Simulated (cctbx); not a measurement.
# Accept or mend?

Cell a = 4.7500 Å, b = 17.3460 Å, c = 6.6420 Å, α = 90.00°, β = 90.00°, γ = 90.00°; space group Cmcm (no. 63). The compound is EuNiCl3F.

Simulated single-crystal data (cctbx): Cu Kα, λ = 1.54184 Å, to d = 0.83 Å, 70 % of the full sphere, strongest reflection 20000 counts, noise from counting, a 1.5 % proportional error and a noise floor of 4 counts (s.d.); no absorption.

An anisotropic refinement with weights 1/σ² prints:

```text
Rint 0.020, 302 unique reflections to 0.83 A
cycle     R1     wR2    GooF  max shift (A)
   1  0.1481  0.3620  20.474   0.01566
   2  0.1030  0.2524  14.278   0.00014
final R1 0.1029 wR2 0.2524 GooF 14.278  parameters 22  data/parameter 13.7
atom        x        y        z      Ueq    occ   su(xyz)  su(Uiso or U11)
Eu1    0.00000  0.66641  0.25000  -0.0026  1.000  0.00015  0.0016  NPD
Cl1    0.50000  0.58800  0.75000  -0.0126  1.000  0.00048  0.0039  NPD
Ni1    0.50000  0.68612  0.99939   0.0179  1.000  0.00115  0.0050
Cl2    0.50000  0.89826  0.25000   0.0004  1.000  0.00063  0.0054  NPD
F1     0.00000  0.00000  0.50000   0.0071  1.000  0.00000  0.0180  NPD
difference map: max 11.84 min -6.06 rms 1.08
Q1    0.0000  0.0812  0.7500    4   11.92  0.12 A from Cl1
Q2    0.0000  0.3462  0.7500    4    7.78  0.22 A from Eu1
Q3    0.0000  0.3962  0.2500    4    2.60  0.04 A from Cl2
Q4    0.0000  0.0000  0.0000    4    1.76  0.00 A from F1
Q5    0.0000  0.1227  0.2500    4    1.38  2.00 A from Ni1
Q6    0.0000  0.0686  0.9919    8    1.30  1.19 A from F1
```

**Question.** Can this result stand? If not, what is the likely fault?

Mend it. The fault: elements exchanged: Ni1 is Cl and Cl1 is Ni. Against the right model at the same level, R1 goes from 0.0078 to 0.1029 and GooF from 0.90 to 14.28, U of Cl1 shrinks from 0.0040 to -0.0126 Å², U of Eu1 shrinks from 0.0035 to -0.0026 Å², the top difference peak, 11.9 e/Å³, lies on Cl1 and Eu1, Cl1, Cl2 and F1 go non-positive-definite. Ni1 has 11 electrons too many and its U swells to shed them, as expected; Cl1 has 11 electrons too few and its U shrinks to make up, as expected.

The compound is EuNiCl3F. The right model at the same level gives:

```text
Rint 0.020, 302 unique reflections to 0.83 A
cycle     R1     wR2    GooF  max shift (A)
   1  0.0095  0.0208   1.178   0.00013
   2  0.0078  0.0160   0.904   0.00000
final R1 0.0078 wR2 0.0160 GooF 0.904  parameters 22  data/parameter 13.7
atom        x        y        z      Ueq    occ   su(xyz)  su(Uiso or U11)
Eu1    0.00000  0.66620  0.25000   0.0035  1.000  0.00001  0.0001
Ni1    0.50000  0.58755  0.75000   0.0040  1.000  0.00003  0.0003
Cl1    0.50000  0.68702  0.99973   0.0047  1.000  0.00007  0.0003
Cl2    0.50000  0.89823  0.25000   0.0046  1.000  0.00004  0.0003
F1     0.00000  0.00000  0.50000   0.0054  1.000  0.00000  0.0009
difference map: max 0.33 min -0.28 rms 0.06
Q1    0.0000  0.2539  0.7500    4    0.33  1.39 A from Eu1
Q2    0.2053  0.4646  0.5163   16    0.24  1.53 A from F1
Q3    0.0000  0.1667  0.6275    8    0.23  0.92 A from Cl1
Q4    0.0000  0.4397  0.5932    8    0.23  2.11 A from Eu1
Q5    0.0859  0.3693  0.7500    8    0.22  0.74 A from Eu1
Q6    0.1180  0.3218  0.2500    8    0.19  1.44 A from Cl2
```

The model was made for the exercise: a known structure type with other elements put in, its volume estimated, not relaxed; displacement parameters are assumed.

[Middle refinement cycles are left out of these outputs.]

[Logs are printed without paths, hosts, clocks, repeated set-up lines and the standing remarks that a program may print on its own settings, such as how far it seeks lower states.]
